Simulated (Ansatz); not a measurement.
# Cu(111) slab, 5 layers: relaxing the cell for a phonon run

Wanted: the relaxed cell of Cu(111) slab, 5 layers.

Main program and level: Ansatz 0.2.0; DFT PBEsol, scalar-relativistic, plane waves, PAW; PAW set soft_1.

## Step 1: The starting structure

The cell holds 5 atoms: 5 Cu. Cell: a = 2.553 Å, b = 2.553 Å, c = 21.337 Å, α = 90.0°, β = 90.0°, γ = 120.0°. It derives from Cu. Vacuum lies along c.

Coordinates:

```cif
data_structure
_symmetry_space_group_name_H-M 'P 1'
_symmetry_Int_Tables_number 1
_cell_length_a 2.5527
_cell_length_b 2.5527
_cell_length_c 21.3369
_cell_angle_alpha 90.000
_cell_angle_beta 90.000
_cell_angle_gamma 120.000
_cell_volume 120.41
loop_
_atom_site_label
_atom_site_type_symbol
_atom_site_fract_x
_atom_site_fract_y
_atom_site_fract_z
_atom_site_occupancy
Cu1 Cu 0.00000 0.00000 0.30464 1
Cu2 Cu 0.33333 0.66667 0.40232 1
Cu3 Cu 0.66667 0.33333 0.50000 1
Cu4 Cu 0.00000 0.00000 0.59768 1
Cu5 Cu 0.33333 0.66667 0.69536 1
```

## Step 2: Probe on a coarse mesh

A quick single point on a coarse mesh tells whether the cell has a gap and how far it is from rest, which sets the k mesh and smearing that follow.

The program solves this slab on a cell height of its own, 40.5 Å, in place of the one typed.

Contents of input.yaml:

```yaml
crystal:
  lattice:
    - [2.55266, 0.0, 0.0]
    - [-1.27633, 2.21066, 0.0]
    - [0.0, 0.0, 21.33694]
  atoms:
    - { symbol: Cu, position: [0.0, 0.0, 0.304636] }
    - { symbol: Cu, position: [0.333333, 0.666667, 0.402318] }
    - { symbol: Cu, position: [0.666667, 0.333333, 0.5] }
    - { symbol: Cu, position: [0.0, 0.0, 0.597682] }
    - { symbol: Cu, position: [0.333333, 0.666667, 0.695364] }
  periodic: [true, true, false]
kpoints:
  mp_grid: { grid: [9, 9, 1] }
hamiltonian:
  xc: pbesol
  pseudopotentials: { kind: paw, azcp: { folder: soft_1 }, xc_functional: pbe }
scf:
  occupations: { method: gaussian, width: 0.1 }
output:
  forces: true
  stress: true
  eigenvalues: true
```

Started as:

```console
ansatz run input.yaml --threads 4 --pin off --max-ram 16384MiB --backend cpu --events-out ev --progress --plain --runs-dir out
```

Numbers of over 12 decimals in the logs are rounded to 6 here.

The log of the run:

```text
[...]
k-point 1: bands = [... 44 lower, -6.8958, -6.8951, -6.6242, -6.5533, -6.4665, -5.2807, -4.4030, -0.3350 (-0.3362°), ... 5 higher]
  k-point 2: bands = [... 44 lower, -6.8846, -6.6748, -6.6352, -6.5453, -5.7653, -4.1049, -2.6632, 0.5337 (0.5334°), ... 5 higher]
  k-point 11: bands = [... 44 lower, -6.6259, -1.6756, -1.6756, -1.4645, -1.1671, -0.6252, -0.6252, 0.2970, ... 5 higher]
  ° read free of the cell's end (the report's vacuum.weakly_bound_levels)
[key lines of the parts left out:]
SCF converged after 15 iterations
Free energy (F): -32942.676184 eV
Fermi energy:    -5.008751 eV
P = ½ c Tr σ = -10.1669 N/m
```

Run time: 4.4 s. Hardware: 4 threads of Arm Neoverse V2, shared host; peak memory 0.65 GiB; 15 s of CPU time.

Numbers from this step:

```yaml
gap_on_the_k_mesh: 0 eV
area_per_atom: 1.129 Å²
```

The coarse mesh shows no gap.

## Step 3: Bringing the structure to rest

Harmonic phonons are second derivatives at a point where the forces vanish, and they are wanted at zero stress, so atoms and cell are relaxed first.

The program solves this slab on a cell height of its own, 40.5 Å, in place of the one typed.

input.yaml, as its differences from that of step 2:

```diff
@@ -13,3 +13,3 @@
 kpoints:
-  mp_grid: { grid: [9, 9, 1] }
+  mp_grid: { grid: [15, 15, 1] }
 hamiltonian:
@@ -23 +23,10 @@
   eigenvalues: true
+  write_density: true
+  write_potential: true
+  elf: true
+  volumetric_format: npy
+relax:
+  adjacent_minimum: "off"
+  f_tol: 0.005
+  max_steps: 80
+  cell: { stress_2d_tol: 0.02 }
```

The log of the run:

```text
[...]
Crystal: 5 atoms, lattice volume = 228.397 Å³
Basis set: ecut = 420 eV, 4557 PW (Γ), exchange–correlation on 36×36×576 points (8 copies of the dense FFT grid, shifted against one another)
Bands: 57, of which v1, the nominal top of the filled ones, is band 48 counted from 1 (47 counted from 0)
Symmetry: 12 space group operations
[...]
k-points: 27 of 225
[...]
SCF iter   1: F=—  HF=-32947.719107 eV  |F-HF|=—  |Δ(HF+E_count)|=         —  Δρ=1.45e-1  dr2=2.87e1  ethr=3.10e-3  ⟨swp⟩=15.0  Hψ=10437  notcnv=0  defer=24
[...]
SCF iter  14: F=-32942.699703 eV  HF=-32942.699703 eV  |F-HF|=1.69e-8  |Δ(HF+E_count)|=   8.13e-9  Δρ=6.35e-7  dr2=1.18e-9  ethr=2.92e-11  ⟨swp⟩=12.1  Hψ=12123  notcnv=0
SCF 1 converged in 14 iterations: F = -32942.699703 eV  dr2 = 1.18e-9
[...]
relax step   1: F+E_penalty+E_count = -32942.69970324 eV  Δ(F+E_penalty+E_count) = +0.000e0 eV  max|allowed force component| = 2.729e-1 eV/Å  Δτ_max = 0.0000 Å  P = -10.199 N/m  Ω = 228.397 Å³  fix = [c, alpha, beta]  reactions: c -0.000 N/m  (14 SCF iters, dr2 threshold 1.00e-7 eV, accepted)
Crystal: 5 atoms, lattice volume = 223.116 Å³
Basis set: ecut = 420 eV, 4401 PW (Γ), exchange–correlation on 36×36×576 points (8 copies of the dense FFT grid, shifted against one another)
[...]
iter 1 solved again at ethr=5.90e-5 eV; its pass at ethr=3.10e-3 eV (dr2=5.61e-2 eV) is discarded
[...]
SCF iter  11: F=-32942.777002 eV  HF=-32942.777002 eV  |F-HF|=2.49e-9  |Δ(HF+E_count)|=   1.64e-8  Δρ=2.64e-7  dr2=2.37e-10  ethr=1.55e-12  ⟨swp⟩=11.0  Hψ=11383  notcnv=0
SCF 2 converged in 11 iterations: F = -32942.777002 eV  dr2 = 2.37e-10
relax step   2: F+E_penalty+E_count = -32942.77700174 eV  Δ(F+E_penalty+E_count) = -7.730e-2 eV  max|allowed force component| = 1.303e-1 eV/Å  Δτ_max = 0.0299 Å  P = -5.685 N/m  Ω = 223.116 Å³  energy of the carried Pulay correction = +9.582e-4 eV  fix = [c, alpha, beta]  reactions: c -0.000 N/m  (11 SCF iters, dr2 threshold 5.00e-7 eV, accepted)
Crystal: 5 atoms, lattice volume = 216.325 Å³
Basis set: ecut = 420 eV, 4065 PW (Γ), exchange–correlation on 36×36×576 points (8 copies of the dense FFT grid, shifted against one another)
[...]
SCF iter  11: F=-32942.805916 eV  HF=-32942.805916 eV  |F-HF|=2.46e-9  |Δ(HF+E_count)|=   1.42e-8  Δρ=1.95e-7  dr2=1.00e-10  ethr=1.64e-12  ⟨swp⟩=11.3  Hψ=11498  notcnv=0
SCF 3 converged in 11 iterations: F = -32942.805916 eV  dr2 = 1.00e-10
relax step   3: F+E_penalty+E_count = -32942.80591556 eV  Δ(F+E_penalty+E_count) = -2.891e-2 eV  max|allowed force component| = 2.968e-2 eV/Å  Δτ_max = 0.0144 Å  P = +0.950 N/m  Ω = 216.325 Å³  energy of the carried Pulay correction = +2.224e-3 eV  fix = [c, alpha, beta]  reactions: c +0.000 N/m  (11 SCF iters, dr2 threshold 5.00e-7 eV, accepted)
[...]
relax step   4: F+E_penalty+E_count = -32942.80647380 eV  Δ(F+E_penalty+E_count) = -5.582e-4 eV  max|allowed force component| = 2.369e-3 eV/Å  Δτ_max = 0.0047 Å  P = -0.034 N/m  Ω = 217.178 Å³  energy of the carried Pulay correction = +2.063e-3 eV  fix = [c, alpha, beta]  reactions: c -0.000 N/m  (7 SCF iters, dr2 threshold 5.00e-7 eV, accepted)
[...]
relax step   5: F+E_penalty+E_count = -32942.80648247 eV  Δ(F+E_penalty+E_count) = -8.671e-6 eV  max|allowed force component| = 2.244e-4 eV/Å  Δτ_max = 0.0004 Å  P = +0.008 N/m  Ω = 217.141 Å³  energy of the carried Pulay correction = +2.070e-3 eV  fix = [c, alpha, beta]  reactions: c +0.000 N/m  (9 SCF iters, accepted)
[...]
relax step   6: F+E_penalty+E_count = -32942.80418875 eV  Δ(F+E_penalty+E_count) = +2.294e-3 eV  max|allowed force component| = 1.970e-4 eV/Å  Δτ_max = 0.0000 Å  P = +0.028 N/m  Ω = 217.141 Å³  fix = [c, alpha, beta]  reactions: c +0.000 N/m  stress off target by 2.85e-2 N/m on what of the cell is left free  SCF on the basis re-selected at this cell (its energy is not comparable with the rows above)  (12 SCF iters)
[...]
relax step   7: F+E_penalty+E_count = -32942.80418400 eV  Δ(F+E_penalty+E_count) = +4.750e-6 eV  max|allowed force component| = 7.266e-5 eV/Å  Δτ_max = 0.0001 Å  P = +0.001 N/m  Ω = 217.169 Å³  energy of the carried Pulay correction = -5.383e-6 eV  fix = [c, alpha, beta]  reactions: c +0.000 N/m  (8 SCF iters, accepted)
[...]
SCF iter  10: F=-32942.804188 eV  HF=-32942.804188 eV  |F-HF|=5.82e-11  |Δ(HF+E_count)|=  1.24e-10  Δρ=4.32e-8  dr2=1.91e-12  ethr=1.00e-12  ⟨swp⟩=12.6  Hψ=9955  notcnv=0
SCF 8 converged in 10 iterations: F = -32942.804188 eV  dr2 = 1.91e-12
relax step   8: F+E_penalty+E_count = -32942.80418794 eV  Δ(F+E_penalty+E_count) = -3.942e-6 eV  max|allowed force component| = 7.344e-5 eV/Å  Δτ_max = 0.0000 Å  P = +0.001 N/m  Ω = 217.169 Å³  fix = [c, alpha, beta]  reactions: c +0.000 N/m  stress off target by 9.54e-4 N/m on what of the cell is left free  SCF on the basis re-selected at this cell (its energy is not comparable with the rows above)  (10 SCF iters)
basis re-selected at this cell: Δ(F+E_penalty+E_count) = -3.942e-6 eV, ΔP = +0.000 N/m vs the last step (what re-selecting the basis moved, of the pressure what is left beyond the Pulay correction that the steps carried, after the strain that the cell walked since its last selection, with what the two solves' SCF thresholds leave and, on support functions, any second-order correction that the steps lacked; it is no m [...]
WARN: The output density's exchange-correlation potential varies sharply where the density is thin. Do not read a vacuum level from v_tot or v_xc, or from such a field of the output density. On a cell that repeats whose density bears no net charge and no dipole along the vacuum's axis use v_es (v_loc + v_h of the components); under efield.dipole_correction with no amplitude use v_es + v_field, which holds any externa [...]
SCF converged after 10 iterations
Free energy (F): -32942.804188 eV
[...]
Internal energy: -32942.796923 eV  (E = F + TS)
E sigma→0 (E₀):  -32942.800556 eV
Entropy (-TS):   -0.007264 eV (-1.453 meV/atom)
Fermi energy:    -5.069617 eV
[...]
--- Forces (eV/Å), atoms counted from 1 ---
  atom   1  Cu     0.00000000     0.00000000     0.00007344
  atom   2  Cu     0.00000000     0.00000000     0.00000800
  atom   3  Cu     0.00000000     0.00000000     0.00000000
  atom   4  Cu     0.00000000    -0.00000000    -0.00000800
  atom   5  Cu     0.00000000     0.00000000    -0.00007344
  max |Σ_I F_I| component: 2.71e-20 eV/Å
--- 2D stress c σ (N/m, compression-positive) ---
        0.000954      -0.000000       0.000000
       -0.000000       0.000954       0.000000
        0.000000       0.000000       0.000000
  P = ½ c Tr σ = 0.0010 N/m
--- Band table (eV; the first three rows and the last of 27) ---
  k-point 0: bands = [... 44 lower, -7.0120, -6.7203, -6.7203, -6.6566, -6.6566, -6.1819, -5.5834, -0.6271 (-0.6289°), ... 5 higher]
  k-point 1: bands = [... 44 lower, -6.9950, -6.9269, -6.7841, -6.7218, -6.6556, -5.8112, -5.1370, -0.5185 (-0.5200°), ... 5 higher]
  k-point 2: bands = [... 44 lower, -7.0170, -7.0111, -6.7267, -6.6529, -6.4488, -5.1734, -4.2403, -0.1954 (-0.1962°), ... 5 higher]
  k-point 26: bands = [... 44 lower, -6.7341, -1.4441, -1.4441, -1.2161, -0.9752, -0.3480, -0.3480, 0.5914, ... 5 higher]
  ° read free of the cell's end (the report's vacuum.weakly_bound_levels)
--- Relaxed structure (6 steps of the walk, 6 accepted, 2 SCFs on fresh bases) ---
  F+E_penalty+E_count = -32942.80418794 eV   max|allowed force component| = 7.344e-5 eV/Å   (the final SCF, on the basis selected at the relaxed cell)
  cell:  # Å, volume = 217.1694 Å³
    - [2.489124, 0, 0]
    - [-1.244562, 2.155645, 0]
    - [0, 0, 40.47387978464]
  atoms:
    - { symbol: Cu, position: [1.4452731044363542e-18, -3.0046104951984146e-17, 0.161586] }
    - { symbol: Cu, position: [0.333333, 0.666667, 0.212427] }
    - { symbol: Cu, position: [0.666667, 0.333333, 0.263589] }
    - { symbol: Cu, position: [9.971175994094184e-19, -3.094241596203802e-17, 0.314751] }
    - { symbol: Cu, position: [0.333333, 0.666667, 0.365592] }
```

Elapsed: 67 s, on 4 threads; peak memory 0.74 GiB.

Relaxation path:

```
step  energy less that of the first step (eV)  largest force component (eV/Å)  volume (Å³)
   1                                   0.0000                          0.2729       228.40
   2                                  -0.0773                          0.1303       223.12
   3                                  -0.1062                          0.0297       216.33
   4                                  -0.1068                          0.0024       217.18
   5                                  -0.1068                          0.0002       217.14
  6*                                  -0.1045                          0.0002       217.14
   7                                  -0.1045                          0.0001       217.17
  8*                                  -0.1045                          0.0001       217.17
```

Relaxation steps marked * repeat the geometry before them on a plane-wave basis chosen anew for their cell, so energy and pressure can jump there.

Forces are held to the 12 operations that the run works with; a distortion that breaks them can't arise in this run.

```
cell as run  before  after  change
      a (Å)   2.553  2.489  -2.5 %
      b (Å)   2.553  2.489  -2.5 %
```

The atoms that moved most (Å, along periodic axes as changes of fractional coordinates times the final cell, across vacuum about the mean position):

```
atom     dx     dy      dz  length
 Cu5  0.000  0.000  -0.040   0.040
 Cu1  0.000  0.000   0.040   0.040
 Cu2  0.000  0.000   0.014   0.014
 Cu4  0.000  0.000  -0.014   0.014
```

Final coordinates:

```xyz
5
Lattice="2.4891 0.0000 0.0000 -1.2446 2.1556 0.0000 0.0000 0.0000 40.4739" Properties=species:S:1:pos:R:3
Cu    0.0000    0.0000    6.5400
Cu    0.0000    1.4371    8.5977
Cu    1.2446    0.7185   10.6685
Cu    0.0000    0.0000   12.7392
Cu    0.0000    1.4371   14.7969
```

This step gave:

* area per atom: 1.073 Å²

Electrostatic potential energy in the ac plane at fractional y = 0.667, with atoms of Cu within 0.2 Å of it. With pseudopotentials it is smooth inside the atoms' cores, unlike the true potential.

Values in eV, 24 rows by 13 columns, each cell a mean:
```
  0   0   0   0   0   0   0   0   0   0   0   0   0
  0   0   0   0   0   0   0   0   0   0   0   0   0
  0   0   0   0   0   0   0   0   0   0   0   0   0
  0   0   0   0   0   0   0   0   0   0   0   0   0
  0   0   0   0   0   0   0   0   0   0   0   0   0
  0   0   0   0   0   0   0   0   0   0   0   0   0
  0   0   0   0   0   0   0   0   0   0   0   0   0
  0   0   0   0   0   0   0   0   0   0   0   0   0
  0   0   0   0   0   0   0   0   0   0   0   0   0
  0   0   0   0   0   0   0   0   0   0   0   0   0
  0   0   0   0   0   0   0   0   0   0   0   0   0
  0   0   0   0   0   0   0   0   0   0   0   0   0
  0   0   0   0   0   0   0   0   0   0   0   0   0
  0   0   0   0   0   0   0   0   0   0   0   0   0
 -4  -8 -12 -14 -14 -14 -13 -11  -7  -4  -2  -2  -3
-12 -21 -24 -26 -27 -27 -26 -24 -19 -10  -6  -6  -7
-15  -9  -6  -4  -4  -4  -5  -6 -10 -16 -20 -22 -20
-14  -9  -6  -4  -4  -4  -5  -7 -11 -16 -20 -22 -19
-12 -21 -24 -26 -26 -26 -25 -23 -19 -10  -6  -6  -7
-11 -13 -14 -16 -16 -16 -15 -14 -11 -10 -11 -11 -11
-10  -6  -4  -3  -2  -2  -3  -4  -7 -10 -13 -14 -13
  0   0   0   0   0   0   0   0   0   0   0   0   0
  0   0   0   0   0   0   0   0   0   0   0   0   0
  0   0   0   0   0   0   0   0   0   0   0   0   0
```
Columns run along a (2.5 Å; values clipped at the 3rd and 97th percentile), rows up along c (40.5 Å). Atoms in or near the plane, at fractional coordinates: Cu at (0.33, 0.21), Cu at (0.33, 0.37).

ELF in the ac plane at fractional y = 0.667, with atoms of Cu within 0.2 Å of it. It is the smooth field of the valence electrons, not physical close to the nuclei.

Values, 24 rows by 13 columns, each cell a mean:
```
0.00 0.00 0.00 0.00 0.00 0.00 0.00 0.00 0.00 0.00 0.00 0.00 0.00
0.00 0.00 0.00 0.00 0.00 0.00 0.00 0.00 0.00 0.00 0.00 0.00 0.00
0.00 0.00 0.00 0.00 0.00 0.00 0.00 0.00 0.00 0.00 0.00 0.00 0.00
0.00 0.00 0.00 0.00 0.00 0.00 0.00 0.00 0.00 0.00 0.00 0.00 0.00
0.00 0.00 0.00 0.00 0.00 0.00 0.00 0.00 0.00 0.00 0.00 0.00 0.00
0.00 0.00 0.00 0.00 0.00 0.00 0.00 0.00 0.00 0.00 0.00 0.00 0.00
0.00 0.00 0.00 0.00 0.00 0.00 0.00 0.00 0.00 0.00 0.00 0.00 0.00
0.00 0.00 0.00 0.00 0.00 0.00 0.00 0.00 0.00 0.00 0.00 0.00 0.00
0.00 0.00 0.00 0.00 0.00 0.00 0.00 0.00 0.00 0.00 0.00 0.00 0.00
0.00 0.00 0.00 0.00 0.00 0.00 0.00 0.00 0.00 0.00 0.00 0.00 0.00
0.00 0.00 0.00 0.00 0.00 0.00 0.00 0.00 0.00 0.00 0.00 0.00 0.00
0.00 0.00 0.00 0.00 0.00 0.00 0.00 0.00 0.00 0.00 0.00 0.00 0.00
0.00 0.00 0.00 0.00 0.00 0.00 0.00 0.00 0.00 0.00 0.00 0.00 0.00
0.03 0.03 0.03 0.03 0.03 0.03 0.03 0.03 0.03 0.03 0.03 0.03 0.03
0.17 0.15 0.14 0.15 0.16 0.15 0.14 0.14 0.16 0.18 0.20 0.22 0.19
0.18 0.18 0.19 0.29 0.38 0.36 0.25 0.18 0.18 0.19 0.21 0.23 0.20
0.18 0.19 0.21 0.24 0.27 0.27 0.24 0.20 0.19 0.18 0.17 0.17 0.17
0.18 0.19 0.21 0.25 0.27 0.26 0.24 0.21 0.19 0.18 0.17 0.17 0.17
0.19 0.18 0.19 0.28 0.37 0.35 0.25 0.18 0.18 0.19 0.21 0.23 0.21
0.19 0.19 0.20 0.22 0.25 0.24 0.22 0.19 0.19 0.19 0.20 0.20 0.19
0.18 0.19 0.22 0.25 0.28 0.28 0.24 0.21 0.19 0.17 0.16 0.16 0.17
0.05 0.05 0.06 0.06 0.06 0.06 0.06 0.06 0.05 0.05 0.05 0.05 0.05
0.00 0.00 0.00 0.00 0.00 0.00 0.00 0.00 0.00 0.00 0.00 0.00 0.00
0.00 0.00 0.00 0.00 0.00 0.00 0.00 0.00 0.00 0.00 0.00 0.00 0.00
```
Columns run along a (2.5 Å), rows up along c (40.5 Å). Atoms in or near the plane, at fractional coordinates: Cu at (0.33, 0.21), Cu at (0.33, 0.37).

Valence density in the ac plane at fractional y = 0.667, with atoms of Cu within 0.2 Å of it. It is the smooth field of the valence electrons, not physical close to the nuclei.

Ten steps, logarithmic in the rise over the least value, from '0' (0 e/Å³) to '9' (21 e/Å³), each cell a mean:
```
0000000000000
0000000000000
0000000000000
0000000000000
0000000000000
0000000000000
0000000000000
0000000000000
0000000000000
0000000000000
0000000000000
0000000000000
0000000000000
0000000000000
1234554211000
2468998532111
2211111122333
2211111123333
2468998532111
2235664322222
2111111112222
0000000000000
0000000000000
0000000000000
```
Columns run along a (2.5 Å), rows up along c (40.5 Å). Atoms in or near the plane, at fractional coordinates: Cu at (0.33, 0.21), Cu at (0.33, 0.37).

(Part 1 of 2 ends here.)

[Logs are printed without paths, hosts, clocks, repeated set-up lines and the standing remarks that a program may print on its own settings, such as how far it seeks lower states.]

[Hosts, paths, dates, database ids (printed as entryN), source tags and the programs' standing remarks are cut or masked in the printed files.]
